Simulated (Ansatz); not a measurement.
**How fast states decay through RbNa2BrCl2**

Aim: relax a made-up compound, RbNa2BrCl2, and see how good a tunnel barrier it would be. It is built by putting Rb for part of the Na in the Na3BrCl2 structure of space group I4/mmm, with the volume rescaled by atomic radii. The parent structure comes from the Materials Project.

Calculated with Ansatz 0.2.0; PBE DFT, plane waves, PAW files, in the first sound run; inputs show where later runs differ.

The structure was built from a prototype and need not be the compound's stable phase.

## 1. The structure

The structure is tetragonal, space group I4mm (No. 107). The conventional cell has a = 4.215 Å, b = 4.215 Å, c = 17.886 Å, α = 90.00°, β = 90.00°, γ = 90.00°. Nearest to Na lie 5 Cl at 2.89 to 2.98 Å and 1 Br at 3.06 Å. Na has 4 Br at 2.98 Å and 2 Cl at 3.00 Å nearest. Nearest to Rb lie 5 Cl at 2.89 to 2.98 Å and 1 Br at 3.06 Å. Nearest to Br lie 5 Na at 2.98 to 3.06 Å and 1 Rb at 3.06 Å. Nearest to Cl lie 2 Na at 2.89 to 3.00 Å and 4 Rb at 2.98 Å. Nearest to Cl lie 1 Rb at 2.89 Å and 5 Na at 2.98 to 3.00 Å. It derives from Na3BrCl2. Rb for part of the Na in the Na3BrCl2 structure of space group I4/mmm. Farther neighbours and most contacts between anions are not listed.

As a file:

```cif
data_structure
_symmetry_space_group_name_H-M 'I4mm'
_symmetry_Int_Tables_number 107
_cell_length_a 4.2154
_cell_length_b 4.2154
_cell_length_c 17.8859
_cell_angle_alpha 90.000
_cell_angle_beta 90.000
_cell_angle_gamma 90.000
_cell_volume 317.83
loop_
_atom_site_label
_atom_site_type_symbol
_atom_site_symmetry_multiplicity
_atom_site_Wyckoff_symbol
_atom_site_fract_x
_atom_site_fract_y
_atom_site_fract_z
_atom_site_occupancy
Na1 Na 2 a 0.50000 0.50000 0.17099 1
Na2 Na 2 a 0.00000 0.00000 0.00000 1
Rb1 Rb 2 a 0.00000 0.00000 0.32901 1
Br1 Br 2 a 0.50000 0.50000 0.00000 1
Cl1 Cl 2 a 0.50000 0.50000 0.33234 1
Cl2 Cl 2 a 0.00000 0.00000 0.16766 1
```

## 2. Cell and atoms at rest

The substituted atoms don't fit the parent's cell, so cell and atoms relax together. A small smearing keeps the run stable in case the gap closes on the way.

Contents of input.yaml:

```yaml
crystal:
  lattice:
    - [-2.1077044514, 2.1077044514, 8.9429501605]
    - [2.1077044514, -2.1077044514, 8.9429501605]
    - [2.1077044514, 2.1077044514, -8.9429501605]
  atoms:
    - { symbol: Na, position: [0.67098916, 0.67098916, 0.0] }
    - { symbol: Na, position: [0.0, 0.0, 0.0] }
    - { symbol: Rb, position: [0.32901084, 0.32901084, 0.0] }
    - { symbol: Br, position: [0.5, 0.5, 0.0] }
    - { symbol: Cl, position: [0.83233815, 0.83233815, 0.0] }
    - { symbol: Cl, position: [0.16766185, 0.16766185, 0.0] }
kpoints:
  mp_grid: { grid: [8, 8, 8] }
scf:
  occupations: { method: gaussian, width: 0.03 }
hamiltonian:
  xc: pbe
output:
  forces: true
  stress: true
relax:
  f_tol: 0.02
  max_steps: 60
  cell: {}
```

On the command line:

```
$ ansatz run input.yaml --threads 2 --pin off --max-ram 4096MiB --backend cpu --events-out ev --progress --plain --runs-dir out
```

Numbers of over 12 decimals in the logs are rounded to 6 here.

The log of the run:

```text
basis.fft_grid_basis auto: the FFT boxes are laid along the combinations [[1, 0, 1], [0, 1, 1], [0, 0, 1]] of the cell's own vectors, 4.215, 4.215 and 9.427 Å long. The dense box has 30×30×64 points. Along the cell's own vectors, as sized, it would have 64×64×64, 4.55 times as many. Of the 8 symmetry operations that the crystal satisfies within crystal.symmetry.tolerance (time reversal apart; of a slab, those that ke [...]
Engine: ansatz 0.2.0, aarch64-unknown-linux-gnu
Pseudopotentials: kind: paw
Pseudopotential: Na, paw, valence charge 9, recommended cutoff 420 eV (normal), Na.paw.azcp
Pseudopotential: Rb, paw, valence charge 9, recommended cutoff 420 eV (normal), Rb.paw.azcp
Pseudopotential: Br, paw, valence charge 7, recommended cutoff 420 eV (normal), Br.paw.azcp
Pseudopotential: Cl, paw, valence charge 7, recommended cutoff 420 eV (normal), Cl.paw.azcp
Functional definition: PBE
  parameter kappa = 0.804
  parameter beta = 0.066725
  exchange = pbe_x(kappa = kappa, mu = beta*pi^2/3)
  correlation = pbe_c(beta = beta)
Crystal: 6 atoms, lattice volume = 158.913 Å³
Basis set: ecut = 420 eV, 3097 PW (Γ), FFT grids on a1+a3, a2+a3, a3, exchange–correlation on 60×60×128 points (8 copies of the dense FFT grid, shifted against one another)
Bands: 30, of which v1, the nominal top of the filled ones, is band 24 counted from 1 (23 counted from 0)
Symmetry: 8 space group operations
Space group: I4mm (ITA 107), of the structure as read, at distance tolerance 5.4e-5 Å
k-points: 59 of 512 (time reversal used)
Non-local potential: Na, projectors of the file, l = 0: 3, l = 1: 2, l = 2: 1
Non-local potential: Rb, projectors of the file, l = 0: 3, l = 1: 2, l = 2: 2
Non-local potential: Br, projectors of the file, l = 0: 2, l = 1: 2, l = 2: 2
Non-local potential: Cl, projectors of the file, l = 0: 2, l = 1: 2, l = 2: 2
PAW form: soft (Blöchl's): semilocal exchange-correlation on the pseudo side does not see the compensation charge
PAW one-centre angular grid: Na, 110 points (default); XC on 64 Gauss nodes
PAW one-centre angular grid: Rb, 110 points (default); XC on 64 Gauss nodes
PAW one-centre angular grid: Br, 110 points (default); XC on 64 Gauss nodes
PAW one-centre angular grid: Cl, 110 points (default); XC on 64 Gauss nodes
Initial density: superposition of atomic densities (neutral atoms: chi_scale 0, normalization atom), corrected by the library's trained network
Initial wavefunctions: pseudopotential atomic-orbital guess
Functional: x = pbe(κ = 0.804, μ = 0.219515), c = pbe(β = 0.066725)
SCF iter   1: F=—  HF=-11192.367979 eV  |F-HF|=—  |Δ(HF+E_count)|=         —  Δρ=4.22e-4  dr2=9.89e-4  ethr=1.77e-3  ⟨swp⟩=10.2  Hψ=9279  notcnv=0  defer=1
preconditioner: auto → Resta (q_TF=auto, 2.235 Å⁻¹)  ε∞=2.8  [insulator: Δε(μ)=4.551 eV  Ē_g=12.169 eV  σ=0.030 eV  W_gap=1.00  n_scr=34 (ndim 8)  ℏωp=16.1 eV  f_vac=0.038  D(μ)=0.00/eV (n_scr^D=0)  ε∞_Penn≈2.8]
SCF iter   2: F=—  HF=-11192.368032 eV  |F-HF|=—  |Δ(HF+E_count)|=   5.31e-5  Δρ=1.93e-4  dr2=1.88e-4  ethr=2.06e-6  ⟨swp⟩=3.6  Hψ=4263  notcnv=0  defer=33
SCF iter   3: F=—  HF=-11192.368016 eV  |F-HF|=—  |Δ(HF+E_count)|=   1.69e-5  Δρ=7.81e-5  dr2=2.32e-5  ethr=3.92e-7  ⟨swp⟩=2.0  Hψ=2217  notcnv=0  defer=33
SCF iter   4: F=—  HF=-11192.368028 eV  |F-HF|=—  |Δ(HF+E_count)|=   1.24e-5  Δρ=2.55e-5  dr2=2.21e-6  ethr=4.83e-8  ⟨swp⟩=2.0  Hψ=2852  notcnv=0  defer=33
SCF iter   5: F=—  HF=-11192.368029 eV  |F-HF|=—  |Δ(HF+E_count)|=   6.86e-7  Δρ=6.69e-6  dr2=1.11e-7  ethr=4.60e-9  ⟨swp⟩=2.0  Hψ=2390  notcnv=0  defer=33
SCF iter   6: F=-11192.368029 eV  HF=-11192.368029 eV  |F-HF|=8.91e-11  |Δ(HF+E_count)|=   4.99e-8  Δρ=2.10e-6  dr2=5.73e-9  ethr=2.08e-10  ⟨swp⟩=5.0  Hψ=6823  notcnv=0
SCF 1 converged in 6 iterations: F = -11192.368029 eV  dr2 = 5.73e-9
  greatest PAW one-centre occupation: 0.999 electrons in one spin orbital (limit 2), on the Na atom at site 0 (counted from 0), in its partial waves of l = 0
relax step   1: F+E_penalty+E_count = -11192.36802864 eV  Δ(F+E_penalty+E_count) = +0.000e0 eV  max|allowed force component| = 9.142e-1 eV/Å  Δτ_max = 0.0000 Å  P = +3.588 GPa  Ω = 158.913 Å³  (6 SCF iters, dr2 threshold 1.00e-7 eV, accepted)
Crystal: 6 atoms, lattice volume = 171.659 Å³
Basis set: ecut = 420 eV, 3359 PW (Γ), FFT grids on a1+a3, a2+a3, a3, exchange–correlation on 60×60×128 points (8 copies of the dense FFT grid, shifted against one another)
Initial density: handed on by an earlier stage of this run
Initial wavefunctions: those handed on with the density
iter 1 solved again at ethr=1.01e-4 eV; its pass at ethr=3.10e-3 eV (dr2=4.86e-2 eV) is discarded
SCF iter   1: F=—  HF=-11192.685145 eV  |F-HF|=—  |Δ(HF+E_count)|=         —  Δρ=4.93e-3  dr2=4.92e-2  ethr=1.01e-4  ⟨swp⟩=2.0  Hψ=10524  notcnv=0
preconditioner: auto → Resta (q_TF=auto, 2.206 Å⁻¹)  ε∞=2.7  [insulator: Δε(μ)=4.376 eV  Ē_g=12.023 eV  σ=0.030 eV  W_gap=1.00  n_scr=34 (ndim 8)  ℏωp=15.5 eV  f_vac=0.064  D(μ)=0.00/eV (n_scr^D=0)  ε∞_Penn≈2.7]
SCF iter   2: F=—  HF=-11192.670407 eV  |F-HF|=—  |Δ(HF+E_count)|=   1.47e-2  Δρ=2.16e-3  dr2=8.47e-3  ethr=1.01e-4  ⟨swp⟩=2.2  Hψ=2633  notcnv=0
SCF iter   3: F=—  HF=-11192.668315 eV  |F-HF|=—  |Δ(HF+E_count)|=   2.09e-3  Δρ=6.35e-4  dr2=9.21e-4  ethr=1.77e-5  ⟨swp⟩=2.5  Hψ=2839  notcnv=0
SCF iter   4: F=—  HF=-11192.668241 eV  |F-HF|=—  |Δ(HF+E_count)|=   7.41e-5  Δρ=1.30e-4  dr2=2.86e-5  ethr=1.92e-6  ⟨swp⟩=2.7  Hψ=3352  notcnv=0
SCF iter   5: F=—  HF=-11192.668080 eV  |F-HF|=—  |Δ(HF+E_count)|=   1.61e-4  Δρ=4.28e-5  dr2=3.30e-6  ethr=5.95e-8  ⟨swp⟩=2.0  Hψ=3142  notcnv=0
SCF iter   6: F=-11192.668084 eV  HF=-11192.668084 eV  |F-HF|=1.97e-7  |Δ(HF+E_count)|=   3.62e-6  Δρ=1.27e-5  dr2=2.92e-7  ethr=1.25e-9  ⟨swp⟩=5.0  Hψ=6941  notcnv=0
SCF 2 converged in 6 iterations: F = -11192.668084 eV  dr2 = 2.92e-7
relax step   2: F+E_penalty+E_count = -11192.66808429 eV  Δ(F+E_penalty+E_count) = -3.001e-1 eV  max|allowed force component| = 1.853e-1 eV/Å  Δτ_max = 0.1951 Å  P = +1.002 GPa  Ω = 171.659 Å³  energy of the carried Pulay correction = -3.279e-4 eV  (6 SCF iters, dr2 threshold 6.00e-7 eV, accepted)
Crystal: 6 atoms, lattice volume = 178.735 Å³
Basis set: ecut = 420 eV, 3519 PW (Γ), FFT grids on a1+a3, a2+a3, a3, exchange–correlation on 60×60×128 points (8 copies of the dense FFT grid, shifted against one another)
iter 1 solved again at ethr=1.25e-4 eV; its pass at ethr=3.10e-3 eV (dr2=5.99e-2 eV) is discarded
SCF iter   1: F=—  HF=-11192.744122 eV  |F-HF|=—  |Δ(HF+E_count)|=         —  Δρ=5.75e-3  dr2=6.03e-2  ethr=1.25e-4  ⟨swp⟩=1.8  Hψ=9736  notcnv=0
[...]
relax step   3: F+E_penalty+E_count = -11192.72048588 eV  Δ(F+E_penalty+E_count) = -5.240e-2 eV  max|allowed force component| = 1.160e-1 eV/Å  Δτ_max = 0.0721 Å  P = +0.250 GPa  Ω = 178.735 Å³  energy of the carried Pulay correction = -4.994e-4 eV  (6 SCF iters, dr2 threshold 6.00e-7 eV, accepted)
[... from here on, the SCF cycles and remarks between the steps are left out ...]
relax step   4: F+E_penalty+E_count = -11192.73214503 eV  Δ(F+E_penalty+E_count) = -1.166e-2 eV  max|allowed force component| = 6.160e-2 eV/Å  Δτ_max = 0.0807 Å  P = +0.046 GPa  Ω = 181.691 Å³  energy of the carried Pulay correction = -5.689e-4 eV  (6 SCF iters, dr2 threshold 6.00e-7 eV, accepted)
relax step   5: F+E_penalty+E_count = -11192.73703830 eV  Δ(F+E_penalty+E_count) = -4.893e-3 eV  max|allowed force component| = 4.951e-2 eV/Å  Δτ_max = 0.0726 Å  P = +0.017 GPa  Ω = 182.466 Å³  energy of the carried Pulay correction = -5.869e-4 eV  (5 SCF iters, dr2 threshold 2.37e-7 eV, accepted)
relax step   6: F+E_penalty+E_count = -11192.73653252 eV  Δ(F+E_penalty+E_count) = +5.058e-4 eV  max|allowed force component| = 1.383e-1 eV/Å  Δτ_max = 0.1990 Å  P = +0.103 GPa  Ω = 184.574 Å³  energy of the carried Pulay correction = -6.355e-4 eV  (6 SCF iters, dr2 threshold 1.53e-7 eV, rejected (line search))
relax step   7: F+E_penalty+E_count = -11192.74643092 eV  Δ(F+E_penalty+E_count) = -9.393e-3 eV  max|allowed force component| = 3.613e-2 eV/Å  Δτ_max = 0.0995 Å  P = -0.014 GPa  Ω = 184.148 Å³  energy of the carried Pulay correction = -6.257e-4 eV  (9 SCF iters, accepted)
relax step   8: F+E_penalty+E_count = -11192.75269633 eV  Δ(F+E_penalty+E_count) = -6.265e-3 eV  max|allowed force component| = 2.943e-2 eV/Å  Δτ_max = 0.0988 Å  P = +0.051 GPa  Ω = 185.075 Å³  energy of the carried Pulay correction = -6.470e-4 eV  (6 SCF iters, dr2 threshold 8.16e-8 eV, accepted)
relax step   9: F+E_penalty+E_count = -11192.75383468 eV  Δ(F+E_penalty+E_count) = -1.138e-3 eV  max|allowed force component| = 1.066e-1 eV/Å  Δτ_max = 0.1463 Å  P = +0.101 GPa  Ω = 186.825 Å³  energy of the carried Pulay correction = -6.868e-4 eV  (6 SCF iters, dr2 threshold 1.77e-7 eV, accepted)
relax step  10: F+E_penalty+E_count = -11192.75642158 eV  Δ(F+E_penalty+E_count) = -2.587e-3 eV  max|allowed force component| = 8.224e-2 eV/Å  Δτ_max = 0.0199 Å  P = +0.105 GPa  Ω = 186.863 Å³  energy of the carried Pulay correction = -6.877e-4 eV  (5 SCF iters, dr2 threshold 6.00e-7 eV, accepted)
relax step  11: F+E_penalty+E_count = -11192.75738769 eV  Δ(F+E_penalty+E_count) = -9.661e-4 eV  max|allowed force component| = 4.691e-2 eV/Å  Δτ_max = 0.0668 Å  P = +0.056 GPa  Ω = 186.484 Å³  energy of the carried Pulay correction = -6.791e-4 eV  (5 SCF iters, dr2 threshold 4.23e-7 eV, accepted)
relax step  12: F+E_penalty+E_count = -11192.75850696 eV  Δ(F+E_penalty+E_count) = -1.119e-3 eV  max|allowed force component| = 1.905e-2 eV/Å  Δτ_max = 0.0219 Å  P = -0.006 GPa  Ω = 187.747 Å³  energy of the carried Pulay correction = -7.076e-4 eV  (6 SCF iters, dr2 threshold 1.38e-7 eV, accepted)
Basis set: ecut = 420 eV, 3713 PW (Γ), FFT grids on a1+a3, a2+a3, a3, exchange–correlation on 60×60×144 points (8 copies of the dense FFT grid, shifted against one another)
Initial wavefunctions: pseudopotential atomic-orbital guess (no wavefunctions were taken with the density)
iter 1 solved again at ethr=1.11e-6 eV; its pass at ethr=3.10e-3 eV (dr2=5.35e-4 eV) is discarded
SCF iter   1: F=—  HF=-11192.748350 eV  |F-HF|=—  |Δ(HF+E_count)|=         —  Δρ=3.93e-4  dr2=1.16e-5  ethr=1.11e-6  ⟨swp⟩=3.6  Hψ=13807  notcnv=0
preconditioner: auto → Resta (q_TF=auto, 2.174 Å⁻¹)  ε∞=2.6  [insulator: Δε(μ)=4.218 eV  Ē_g=11.788 eV  σ=0.030 eV  W_gap=1.00  n_scr=42 (ndim 8)  ℏωp=14.8 eV  f_vac=0.112  D(μ)=0.00/eV (n_scr^D=0)  ε∞_Penn≈2.6]
SCF iter   2: F=—  HF=-11192.757282 eV  |F-HF|=—  |Δ(HF+E_count)|=   8.93e-3  Δρ=1.98e-4  dr2=2.71e-6  ethr=2.42e-8  ⟨swp⟩=2.0  Hψ=3431  notcnv=0
SCF iter   3: F=—  HF=-11192.760048 eV  |F-HF|=—  |Δ(HF+E_count)|=   2.77e-3  Δρ=6.53e-5  dr2=3.70e-7  ethr=5.64e-9  ⟨swp⟩=2.0  Hψ=3210  notcnv=0
SCF iter   4: F=—  HF=-11192.760375 eV  |F-HF|=—  |Δ(HF+E_count)|=   3.27e-4  Δρ=3.13e-6  dr2=1.33e-8  ethr=7.71e-10  ⟨swp⟩=2.0  Hψ=3186  notcnv=0
SCF iter   5: F=—  HF=-11192.760375 eV  |F-HF|=—  |Δ(HF+E_count)|=   2.17e-7  Δρ=8.98e-7  dr2=2.50e-9  ethr=2.78e-11  ⟨swp⟩=2.0  Hψ=3009  notcnv=0
SCF iter   6: F=—  HF=-11192.760375 eV  |F-HF|=—  |Δ(HF+E_count)|=   3.26e-9  Δρ=4.00e-7  dr2=5.86e-10  ethr=5.22e-12  ⟨swp⟩=2.0  Hψ=2638  notcnv=0
SCF iter   7: F=-11192.760375 eV  HF=-11192.760375 eV  |F-HF|=1.09e-11  |Δ(HF+E_count)|=  4.07e-10  Δρ=9.54e-8  dr2=1.30e-11  ethr=1.00e-12  ⟨swp⟩=3.0  Hψ=7316  notcnv=0
SCF 13 converged in 7 iterations: F = -11192.760375 eV  dr2 = 1.30e-11
relax step  13: F+E_penalty+E_count = -11192.76037516 eV  Δ(F+E_penalty+E_count) = -1.868e-3 eV  max|allowed force component| = 1.904e-2 eV/Å  Δτ_max = 0.0000 Å  P = +0.018 GPa  Ω = 187.747 Å³  stress off target by 3.94e-2 GPa  SCF on the basis re-selected at this cell (its energy is not comparable with the rows above)  (7 SCF iters)
basis re-selected at this cell: Δ(F+E_penalty+E_count) = -1.868e-3 eV, ΔP = +0.024 GPa vs the last step (what re-selecting the basis moved, of the pressure what is left beyond the Pulay correction that the steps carried, after the strain that the cell walked since its last selection, with what the two solves' SCF thresholds leave and, on support functions, any second-order correction that the steps lacked; it is no measure of the basis error at this ecutwfc). The dense FFT grid was sized anew with the basis: this SCF ran on 30×30×72 points, the steps before it on 30×30×64, so part of this shift can come from that change (see relax.cell in the input reference). [rest of the remark cut]
SCF converged after 7 iterations
Free energy (F): -11192.760375 eV
Harris-Foulkes:  -11192.760375 eV  (|F-HF|=1.09e-11)
Internal energy: -11192.760375 eV  (E = F + TS)
E sigma→0 (E₀):  -11192.760375 eV
Fermi energy:    2.590446 eV
--- Per-component energies (eV) ---
  E_band       = -612.851764
  E_kinetic    = 892.103890
  E_local      = -4242.365671  (includes V_loc(G=0)·N_el)
  E_nonlocal   = 530.304350
  E_hartree    = 1458.562365
  E_xc         = -689.764957
  E_vxc        = -587.805256  (∫ρ·V_xc dr)
  E_paw        = -6709.653993  (= ΣΔE_a)
  E_vpaw       = -122.214107  (= ΣTr[D̂ρ^β])
  E_aug_tail   = 0.000130  (compensation charges beyond the density's cutoff)
  E_ewald      = -2431.946488
  E_smearing   = -0.000000  (= −TS)
  E_closure    = -0.000000  (closes the sum)
  Σ components = -11192.760375   (vs F -11192.760375, Δ=0.00e0)
--- Forces (eV/Å), atoms counted from 1 ---
  atom   1  Na    -0.00000000     0.00000000    -0.00427050
  atom   2  Na     0.00000000    -0.00000000    -0.01468604
  atom   3  Rb     0.00000000    -0.00000000     0.01903447
  atom   4  Br    -0.00000000    -0.00000000    -0.00080717
  atom   5  Cl    -0.00000000     0.00000000    -0.01082038
  atom   6  Cl     0.00000000    -0.00000000     0.01150702
  max |Σ_I F_I| component: 4.26e-5 eV/Å
--- Stress (GPa, compression-positive) ---
        0.006887       0.000000      -0.000000
        0.000000       0.006887      -0.000000
       -0.000000      -0.000000       0.039380
  P = ⅓ Tr σ = 0.0177 GPa (0.177 kbar)
--- Relaxed structure (12 steps of the walk, 11 accepted, 1 SCFs on fresh bases) ---
  F+E_penalty+E_count = -11192.76037516 eV   max|allowed force component| = 1.904e-2 eV/Å   (the final SCF, on the basis selected at the relaxed cell)
  cell:  # Å, volume = 187.7468 Å³
    - [-2.188798, 2.188798, 9.797185]
    - [2.188798, -2.188798, 9.797185]
    - [2.188798, 2.188798, -9.797185]
  atoms:
    - { symbol: Na, position: [0.667512, 0.667512, 0] }
    - { symbol: Na, position: [0.024251, 0.024251, 0] }
    - { symbol: Rb, position: [0.330410, 0.330410, 0] }
    - { symbol: Br, position: [0.510073, 0.510073, 0] }
    - { symbol: Cl, position: [0.807963, 0.807963, 0] }
    - { symbol: Cl, position: [0.159792, 0.159792, 0] }
```

Run time: 2.1 min. Hardware: 2 threads of Arm Neoverse V2, shared host; peak memory 0.55 GiB.

The steps of the relaxation:

```
step  energy less that of the first step (eV)  largest force component (eV/Å)  pressure (GPa)  volume (Å³)
   1                                   0.0000                          0.9142            3.59       158.91
   2                                  -0.3001                          0.1853            1.00       171.66
   3                                  -0.3525                          0.1160            0.25       178.74
   4                                  -0.3641                          0.0616            0.05       181.69
   5                                  -0.3690                          0.0495            0.02       182.47
   6                                  -0.3685                          0.1383            0.10       184.57
   7                                  -0.3784                          0.0361           -0.01       184.15
   8                                  -0.3847                          0.0294            0.05       185.08
   9                                  -0.3858                          0.1066            0.10       186.83
  10                                  -0.3884                          0.0822            0.10       186.86
  11                                  -0.3894                          0.0469            0.06       186.48
  12                                  -0.3905                          0.0190           -0.01       187.75
 13*                                  -0.3923                          0.0190            0.02       187.75
```

Relaxation steps marked * repeat the geometry before them on a plane-wave basis chosen anew for their cell, so energy and pressure can jump there. Relaxation step 6 was tried and not accepted.

Forces are held to the 8 operations that the run works with; a distortion that breaks them can't arise in this run.

```
conventional cell, symmetrised  before   after   change
                         a (Å)   4.215   4.378   +3.8 %
                         b (Å)   4.215   4.378   +3.8 %
                         c (Å)  17.886  19.594   +9.6 %
              volume (Å³/atom)   26.49   31.29  +18.1 %
```

The atoms that moved most (Å, as changes of fractional coordinates times the final cell):

```
atom     dx     dy      dz  length
 Cl5  0.000  0.000  -0.478   0.478
 Na2  0.000  0.000   0.475   0.475
 Br4  0.000  0.000   0.197   0.197
 Cl6  0.000  0.000  -0.154   0.154
 Na1  0.000  0.000  -0.068   0.068
 Rb3  0.000  0.000   0.027   0.027
```

Final coordinates:

```cif
data_structure
_symmetry_space_group_name_H-M 'P 1'
_symmetry_Int_Tables_number 1
_cell_length_a 10.2746
_cell_length_b 10.2746
_cell_length_c 10.2746
_cell_angle_alpha 155.400
_cell_angle_beta 155.400
_cell_angle_gamma 35.068
_cell_volume 187.75
loop_
_atom_site_label
_atom_site_type_symbol
_atom_site_fract_x
_atom_site_fract_y
_atom_site_fract_z
_atom_site_occupancy
Na1 Na 0.66751 0.66751 0.00000 1
Na2 Na 0.02425 0.02425 0.00000 1
Rb3 Rb 0.33041 0.33041 0.00000 1
Br4 Br 0.51007 0.51007 0.00000 1
Cl5 Cl 0.80796 0.80796 0.00000 1
Cl6 Cl 0.15979 0.15979 0.00000 1
```

Numbers from this step:

- free energy: -11192.7604 eV
- Fermi energy: 2.590 eV
- pressure: 0.01772 GPa

The largest force component on a free atom ends at 0.019 eV/Å.

[end of part 1 of 2]

[Logs are printed without paths, hosts, clocks, repeated set-up lines and the standing remarks that a program may print on its own settings, such as how far it seeks lower states.]

[Hosts, paths, dates, database ids (printed as entryN), source tags and the programs' standing remarks are cut or masked in the printed files.]
